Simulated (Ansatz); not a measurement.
# How CeO2 (Fm-3m) expands on warming

Aim: the lattice, expansion, heat capacity and bulk modulus of CeO2 as it warms.

Method: DFT PBEsol, scalar-relativistic, plane waves, PAW, in Ansatz 0.2.0.

## Step 1: Starting point

It takes space group Fm-3m (No. 225, cubic). The conventional cell has a = 5.407 Å, b = 5.407 Å, c = 5.407 Å, α = 90.00°, β = 90.00°, γ = 90.00°. Ce has 8 O at 2.34 Å nearest. O has 4 Ce at 2.34 Å nearest. Farther neighbours and most contacts between anions are not listed.

As a file:

```cif
data_structure
_symmetry_space_group_name_H-M 'P 1'
_symmetry_Int_Tables_number 1
_cell_length_a 3.8235
_cell_length_b 3.8235
_cell_length_c 3.8235
_cell_angle_alpha 60.000
_cell_angle_beta 60.000
_cell_angle_gamma 60.000
_cell_volume 39.53
loop_
_atom_site_label
_atom_site_type_symbol
_atom_site_fract_x
_atom_site_fract_y
_atom_site_fract_z
_atom_site_occupancy
Ce1 Ce 0.00000 0.00000 0.00000 1
O2 O 0.25000 0.25000 0.25000 1
O3 O 0.75000 0.75000 0.75000 1
```

## Step 2: A first coarse run

A cheap single point shows whether the cell is a metal or an insulator and how far it is from rest; that sets the k-mesh and the occupations of what follows.

File input.yaml:

```yaml
crystal:
  lattice:
    - [0.0, 2.70365, 2.70365]
    - [2.70365, 0.0, 2.70365]
    - [2.70365, 2.70365, 0.0]
  atoms:
    - { symbol: Ce, position: [0.0, 0.0, 0.0] }
    - { symbol: O, position: [0.25, 0.25, 0.25] }
    - { symbol: O, position: [0.75, 0.75, 0.75] }
kpoints:
  mp_grid: { grid: [6, 6, 6] }
hamiltonian:
  xc: pbesol
scf:
  occupations: { method: gaussian, width: 0.1 }
output:
  forces: true
  stress: true
  eigenvalues: true
```

On the command line:

```sh
ansatz run input.yaml --threads 4 --pin off --max-ram 16384MiB --backend cpu --events-out ev --progress --plain --runs-dir out
```

Numbers of over 12 decimals in the logs are rounded to 6 here.

Log:

```text
band count auto-derived: 22 (N_el = 24.0; filled up to band 12; 16 by the electrons, moments and atoms)
Engine: ansatz 0.2.0, aarch64-unknown-linux-gnu
Pseudopotentials: kind: paw
Pseudopotential: Ce, paw, valence charge 12, recommended cutoff 420 eV (normal), Ce.paw.azcp
Pseudopotential: O, paw, valence charge 6, recommended cutoff 420 eV (normal), O.paw.azcp
Functional definition: PBEsol
  exchange = pbesol_x
  correlation = pbesol_c
Crystal: 3 atoms, lattice volume = 39.526 Å³
Basis set: ecut = 420 eV, 749 PW (Γ), exchange–correlation on 54×54×54 points (8 copies of the dense FFT grid, shifted against one another)
Bands: 22, of which v1, the nominal top of the filled ones, is band 12 counted from 1 (11 counted from 0)
Symmetry: 48 space group operations
Space group: Fm-3m (ITA 225), of the structure as read, at distance tolerance 3.4e-5 Å
k-points: 16 of 216
Non-local potential: Ce, projectors of the file, l = 0: 3, l = 1: 2, l = 2: 2, l = 3: 3
Non-local potential: O, projectors of the file, l = 0: 2, l = 1: 2, l = 2: 1
PAW form: soft (Blöchl's): semilocal exchange-correlation on the pseudo side does not see the compensation charge
PAW frozen core: Ce, regenerated for the run's functional, and the local potential with it (the file was generated under x = pbe(κ = 0.804, μ = 0.219515), c = pbe(β = 0.066725))
PAW frozen core: O, regenerated for the run's functional, and the local potential with it (the file was generated under x = pbe(κ = 0.804, μ = 0.219515), c = pbe(β = 0.066725))
PAW one-centre angular grid: Ce, 590 points (default); XC on 64 Gauss nodes
PAW one-centre angular grid: O, 110 points (default); XC on 64 Gauss nodes
Initial density: superposition of atomic densities (neutral atoms: chi_scale 0, normalization atom), corrected by the library's trained network
Initial wavefunctions: pseudopotential atomic-orbital guess
Functional: x = pbesol(κ = 0.804, μ = 0.123457), c = pbesol(β = 0.046)
SCF iter   1: F=—  HF=-7611.946998 eV  |F-HF|=—  |Δ(HF+E_count)|=         —  Δρ=2.08e-2  dr2=1.60e-1  ethr=1.77e-3  ⟨swp⟩=5.3  Hψ=1775  notcnv=0
preconditioner: auto → none  [insulator: Δε(μ)=1.927 eV  Ē_g=11.718 eV  σ=0.100 eV  W_gap=1.00  n_scr=14 (ndim 8)  ℏωp=27.7 eV  f_vac=0.032  D(μ)=0.00/eV (n_scr^D=0)  ε∞_Penn≈6.6]
SCF iter   2: F=—  HF=-7612.061025 eV  |F-HF|=—  |Δ(HF+E_count)|=   1.14e-1  Δρ=4.53e-2  dr2=9.19e-1  ethr=6.65e-4  ⟨swp⟩=2.9  Hψ=771  notcnv=0  defer=47  recentre
SCF iter   3: F=—  HF=-7611.925978 eV  |F-HF|=—  |Δ(HF+E_count)|=   1.35e-1  Δρ=4.54e-3  dr2=5.27e-3  ethr=6.65e-4  ⟨swp⟩=2.9  Hψ=623  notcnv=0  defer=47
SCF iter   4: F=—  HF=-7611.925577 eV  |F-HF|=—  |Δ(HF+E_count)|=   4.01e-4  Δρ=3.25e-3  dr2=4.40e-3  ethr=2.20e-5  ⟨swp⟩=2.4  Hψ=601  notcnv=0  defer=47
SCF iter   5: F=—  HF=-7611.927499 eV  |F-HF|=—  |Δ(HF+E_count)|=   1.92e-3  Δρ=6.29e-3  dr2=1.74e-2  ethr=1.83e-5  ⟨swp⟩=2.0  Hψ=609  notcnv=0  defer=47  recentre
SCF iter   6: F=—  HF=-7611.925083 eV  |F-HF|=—  |Δ(HF+E_count)|=   2.42e-3  Δρ=2.66e-4  dr2=2.45e-5  ethr=1.83e-5  ⟨swp⟩=2.0  Hψ=557  notcnv=0  defer=47
SCF iter   7: F=—  HF=-7611.925070 eV  |F-HF|=—  |Δ(HF+E_count)|=   1.28e-5  Δρ=1.33e-4  dr2=8.39e-6  ethr=1.02e-7  ⟨swp⟩=2.0  Hψ=377  notcnv=0  defer=44
SCF iter   8: F=-7611.925069 eV  HF=-7611.925069 eV  |F-HF|=1.20e-8  |Δ(HF+E_count)|=   9.54e-7  Δρ=9.52e-6  dr2=2.03e-8  ethr=4.17e-10  ⟨swp⟩=8.5  Hψ=1869  notcnv=0
SCF 1 converged in 8 iterations: F = -7611.925069 eV  dr2 = 2.03e-8
  greatest PAW one-centre occupation: 0.988 electrons in one spin orbital (limit 2), on the Ce atom at site 0 (counted from 0), in its partial waves of l = 0
SCF converged after 8 iterations
Free energy (F): -7611.925069 eV
Harris-Foulkes:  -7611.925069 eV  (|F-HF|=1.20e-8)
Internal energy: -7611.925069 eV  (E = F + TS)
E sigma→0 (E₀):  -7611.925069 eV
Fermi energy:    12.031687 eV
--- Per-component energies (eV) ---
  E_band       = 28.710928
  E_kinetic    = 738.131909
  E_local      = -916.853470  (includes V_loc(G=0)·N_el)
  E_nonlocal   = 34.170717
  E_hartree    = 324.367257
  E_xc         = -376.105914
  E_vxc        = -445.159879  (∫ρ·V_xc dr)
  E_paw        = -5685.321438  (= ΣΔE_a)
  E_vpaw       = -30.318265  (= ΣTr[D̂ρ^β])
  E_aug_tail   = 0.004841  (compensation charges beyond the density's cutoff)
  E_ewald      = -1730.615845
  E_core_change = 0.296871  (= ΣΔE_core)
  E_smearing   = -0.000000  (= −TS)
  E_closure    = -0.000000  (closes the sum)
  Σ components = -7611.925069   (vs F -7611.925069, Δ=0.00e0)
--- Forces (eV/Å), atoms counted from 1 ---
  atom   1  Ce    -0.00000000     0.00000000    -0.00000000
  atom   2  O     -0.00000000     0.00000000    -0.00000000
  atom   3  O      0.00000000    -0.00000000    -0.00000000
  max |Σ_I F_I| component: 1.39e-17 eV/Å
--- Stress (GPa, compression-positive) ---
       -0.976661       0.000000      -0.000000
        0.000000      -0.976661       0.000000
       -0.000000      -0.000000      -0.976661
  P = ⅓ Tr σ = -0.9767 GPa (-9.767 kbar)
--- Band table (eV; the first three rows and the last of 16) ---
  k-point 0: bands = [... 8 lower, 7.1452, 10.4628, 10.4628, 10.4628, 13.4035, 13.4035, 13.4035, 13.6780, ... 6 higher]
  k-point 1: bands = [... 8 lower, 7.8294, 10.2265, 10.3656, 10.3656, 13.3740, 13.3740, 13.4059, 13.7080, ... 6 higher]
  k-point 2: bands = [... 8 lower, 9.1307, 9.9589, 10.2623, 10.2623, 13.2990, 13.2990, 13.3556, 13.4109, ... 6 higher]
  k-point 15: bands = [... 8 lower, 9.9380, 10.1185, 10.3181, 10.4231, 13.1701, 13.2552, 13.2552, 13.4201, ... 6 higher]
```

Elapsed: 0.48 s, on 4 threads of Arm Neoverse V2, shared host; peak memory 0.3 GiB; 1.3 s of CPU time.

This step gave:

```yaml
pressure: -0.9767 GPa
gap_on_the_k_mesh: 2.096 eV
volume_per_atom: 13.18 Å³
```

The start is under -0.98 GPa at this level and looks like an insulator or semiconductor on this mesh.

## Step 3: Relaxation

Phonons are second derivatives about a minimum, so cell and atoms are relaxed first, inside the symmetry of the start.

input.yaml, the sections that differ from step 2:

```yaml
kpoints:
  mp_grid: { grid: [10, 10, 10] }
scf:
  occupations: { method: gaussian, width: 0.02 }
relax:
  adjacent_minimum: "off"
  f_tol: 0.005
  max_steps: 80
  cell: { stress_tol: 0.05 }
# crystal, hamiltonian, output: as in step 2
```

Log:

```text
[...]
Crystal: 3 atoms, lattice volume = 39.526 Å³
Basis set: ecut = 420 eV, 749 PW (Γ), exchange–correlation on 54×54×54 points (8 copies of the dense FFT grid, shifted against one another)
Bands: 22, of which v1, the nominal top of the filled ones, is band 12 counted from 1 (11 counted from 0)
Symmetry: 48 space group operations
[...]
k-points: 47 of 1000
[...]
SCF iter   1: F=—  HF=-7611.945652 eV  |F-HF|=—  |Δ(HF+E_count)|=         —  Δρ=2.06e-2  dr2=1.58e-1  ethr=1.77e-3  ⟨swp⟩=6.0  Hψ=4877  notcnv=0
[...]
SCF iter   8: F=-7611.924539 eV  HF=-7611.924539 eV  |F-HF|=5.68e-8  |Δ(HF+E_count)|=   9.97e-8  Δρ=1.34e-5  dr2=6.33e-8  ethr=4.17e-10  ⟨swp⟩=8.1  Hψ=4766  notcnv=0
SCF 1 converged in 8 iterations: F = -7611.924539 eV  dr2 = 6.33e-8
[...]
relax step   1: F+E_penalty+E_count = -7611.92453906 eV  Δ(F+E_penalty+E_count) = +0.000e0 eV  max|allowed force component| = 1.696e-17 eV/Å  Δτ_max = 0.0000 Å  P = -0.980 GPa  Ω = 39.526 Å³  (8 SCF iters, dr2 threshold 1.00e-7 eV, accepted)
Crystal: 3 atoms, lattice volume = 39.183 Å³
[...]
iter 1 solved again at ethr=6.59e-6 eV; its pass at ethr=3.10e-3 eV (dr2=1.58e-3 eV) is discarded
[...]
SCF iter   6: F=-7611.926183 eV  HF=-7611.926183 eV  |F-HF|=2.55e-9  |Δ(HF+E_count)|=   4.30e-8  Δρ=2.36e-6  dr2=3.25e-9  ethr=1.25e-9  ⟨swp⟩=5.0  Hψ=4161  notcnv=0
SCF 2 converged in 6 iterations: F = -7611.926183 eV  dr2 = 3.25e-9
relax step   2: F+E_penalty+E_count = -7611.92618316 eV  Δ(F+E_penalty+E_count) = -1.644e-3 eV  max|allowed force component| = 1.395e-16 eV/Å  Δτ_max = 0.0000 Å  P = +0.747 GPa  Ω = 39.183 Å³  energy of the carried Pulay correction = +1.382e-3 eV  (6 SCF iters, dr2 threshold 3.00e-7 eV, accepted)
Crystal: 3 atoms, lattice volume = 39.330 Å³
[...]
SCF iter   4: F=-7611.925928 eV  HF=-7611.925928 eV  |F-HF|=4.84e-8  |Δ(HF+E_count)|=   2.15e-5  Δρ=1.64e-5  dr2=7.55e-8  ethr=1.25e-9  ⟨swp⟩=5.0  Hψ=5087  notcnv=0
SCF 3 converged in 4 iterations: F = -7611.925928 eV  dr2 = 7.55e-8
relax step   3: F+E_penalty+E_count = -7611.92592775 eV  Δ(F+E_penalty+E_count) = +2.554e-4 eV  max|allowed force component| = 1.326e-16 eV/Å  Δτ_max = 0.0000 Å  P = -0.005 GPa  Ω = 39.330 Å³  energy of the carried Pulay correction = +7.858e-4 eV  (4 SCF iters, dr2 threshold 3.00e-7 eV, accepted)
[...]
SCF iter   6: F=-7611.925111 eV  HF=-7611.925111 eV  |F-HF|=1.09e-11  |Δ(HF+E_count)|=  5.78e-10  Δρ=2.69e-7  dr2=1.30e-11  ethr=1.00e-12  ⟨swp⟩=5.3  Hψ=4871  notcnv=0
SCF 4 converged in 6 iterations: F = -7611.925111 eV  dr2 = 1.30e-11
relax step   4: F+E_penalty+E_count = -7611.92511117 eV  Δ(F+E_penalty+E_count) = +8.166e-4 eV  max|allowed force component| = 1.241e-16 eV/Å  Δτ_max = 0.0000 Å  P = -0.037 GPa  Ω = 39.330 Å³  stress off target by 3.74e-2 GPa  SCF on the basis re-selected at this cell (its energy is not comparable with the rows above)  (6 SCF iters)
basis re-selected at this cell: Δ(F+E_penalty+E_count) = +8.166e-4 eV, ΔP = -0.033 GPa vs the last step (what re-selecting the basis moved, of the pressure what is left beyond the Pulay correction that the steps carried, after the strain that the cell walked since its last selection, with what the two solves' SCF thresholds leave and, on support functions, any second-order correction that the steps lacked; it is no m [...]
SCF converged after 6 iterations
Free energy (F): -7611.925111 eV
[...]
Internal energy: -7611.925111 eV  (E = F + TS)
E sigma→0 (E₀):  -7611.925111 eV
Fermi energy:    12.164603 eV
[...]
--- Stress (GPa, compression-positive) ---
       -0.037445      -0.000000       0.000000
       -0.000000      -0.037445      -0.000000
        0.000000      -0.000000      -0.037445
  P = ⅓ Tr σ = -0.0374 GPa (-0.374 kbar)
--- Band table (eV; the first three rows and the last of 47) ---
  k-point 0: bands = [... 8 lower, 7.1971, 10.5362, 10.5362, 10.5362, 13.5051, 13.5051, 13.5051, 13.7835, ... 6 higher]
  k-point 1: bands = [... 8 lower, 7.4630, 10.4377, 10.4966, 10.4966, 13.4948, 13.4948, 13.5060, 13.7960, ... 6 higher]
  k-point 2: bands = [... 8 lower, 8.1476, 10.2283, 10.4087, 10.4087, 13.4611, 13.4611, 13.5085, 13.8041, ... 6 higher]
  k-point 46: bands = [... 8 lower, 10.0430, 10.1491, 10.4044, 10.4820, 13.2556, 13.3650, 13.3742, 13.5538, ... 6 higher]
--- Relaxed structure (3 steps of the walk, 3 accepted, 1 SCFs on fresh bases) ---
  F+E_penalty+E_count = -7611.92511117 eV   max|allowed force component| = 1.241e-16 eV/Å   (the final SCF, on the basis selected at the relaxed cell)
  cell:  # Å, volume = 39.3305 Å³
    - [0, 2.699187, 2.699187]
    - [2.699187, 0, 2.699187]
    - [2.699187, 2.699187, 0]
  atoms:
    - { symbol: Ce, position: [0, 0, 0] }
    - { symbol: O, position: [0.25, 0.25, 0.25] }
    - { symbol: O, position: [0.75, 0.75, 0.75] }
```

Elapsed: 2.9 s, on 4 threads; peak memory 0.36 GiB.

Step by step:

```tsv
step	energy less that of the first step (eV)	largest force component (eV/Å)	pressure (GPa)	volume (Å³)
1	0.0000	0.0000	-0.98	39.53
2	-0.0016	0.0000	0.75	39.18
3	-0.0014	0.0000	0.00	39.33
4*	-0.0006	0.0000	-0.04	39.33
```

Relaxation steps marked * repeat the geometry before them on a plane-wave basis chosen anew for their cell, so energy and pressure can jump there.

Forces are held to the 48 operations that the run works with; a distortion that breaks them can't arise in this run.

```tsv
conventional cell, symmetrised	before	after	change
a (Å)	5.407	5.398	-0.2 %
b (Å)	5.407	5.398	-0.2 %
c (Å)	5.407	5.398	-0.2 %
volume (Å³/atom)	13.18	13.11	-0.5 %
```

The relaxed structure:

```xyz
3
Lattice="0.0000 2.6992 2.6992 2.6992 0.0000 2.6992 2.6992 2.6992 0.0000" Properties=species:S:1:pos:R:3 pbc="T T T"
Ce    0.0000    0.0000    0.0000
O     1.3496    1.3496    1.3496
O     4.0488    4.0488    4.0488
```

This step gave:

- pressure: -0.03744 GPa
- gap on the k-mesh: 2.016 eV
- volume per atom: 13.11 Å³

## Step 4: Relaxing to small residual forces and stress

The thresholds are tightened for a last relaxation ahead of the phonons, and where mesh or smearing change with them the cell follows.

File input.yaml:

```yaml
crystal:
  lattice:
    - [0.0, 2.6991871995, 2.6991871995]
    - [2.6991871995, 0.0, 2.6991871995]
    - [2.6991871995, 2.6991871995, 0.0]
  atoms:
    - { symbol: Ce, position: [0.0, 0.0, 0.0] }
    - { symbol: O, position: [0.25, 0.25, 0.25] }
    - { symbol: O, position: [0.75, 0.75, 0.75] }
kpoints:
  mp_grid: { grid: [12, 12, 12] }
hamiltonian:
  xc: pbesol
scf:
  occupations: { method: fixed }
output:
  forces: true
  stress: true
  eigenvalues: true
relax:
  adjacent_minimum: "off"
  f_tol: 0.001
  max_steps: 60
  cell: { stress_tol: 0.01 }
```

Log:

```text
[...]
Crystal: 3 atoms, lattice volume = 39.330 Å³
Basis set: ecut = 420 eV, 749 PW (Γ), exchange–correlation on 54×54×54 points (8 copies of the dense FFT grid, shifted against one another)
Bands: 16, of which v1, the nominal top of the filled ones, is band 12 counted from 1 (11 counted from 0)
Symmetry: 48 space group operations
[...]
k-points: 72 of 1728
[...]
k-point 71: bands = [... 8 lower, 10.0929, 10.0929, 10.4200, 10.4730, 13.2514, 13.3805, 13.3805, 13.6263]
--- Relaxed structure (3 steps of the walk, 3 accepted, 1 SCFs on fresh bases) ---
[...]
cell:  # Å, volume = 39.3230 Å³
    - [0, 2.699017, 2.699017]
    - [2.699017, 0, 2.699017]
    - [2.699017, 2.699017, 0]
  atoms:
    - { symbol: Ce, position: [0, 0, 0] }
    - { symbol: O, position: [0.25, 0.25, 0.25] }
    - { symbol: O, position: [0.750000, 0.750000, 0.750000] }
[key lines of the parts left out:]
SCF converged after 6 iterations
Free energy (F): -7611.925203 eV
Fermi energy:    11.181639 eV
P = ⅓ Tr σ = -0.0013 GPa (-0.013 kbar)
```

Wall time 3.4 s (4 threads); peak memory 0.37 GiB; 12 s of CPU time.

Little changed from the start: no atom moved by 0.005 Å and no cell edge by 0.1 %.

Numbers from this step:

```
pressure          : -0.001344 GPa
gap on the k-mesh : 1.994 eV
```

The residual pressure is -0.0013 GPa, small enough for phonons.

[end of part 1 of 2]

[Logs are printed without paths, hosts, clocks, repeated set-up lines and the standing remarks that a program may print on its own settings, such as how far it seeks lower states.]

[Hosts, paths, dates, database ids (printed as entryN), source tags and the programs' standing remarks are cut or masked in the printed files.]

[A step with changed settings may run another functional than the one named; its input shows which.]
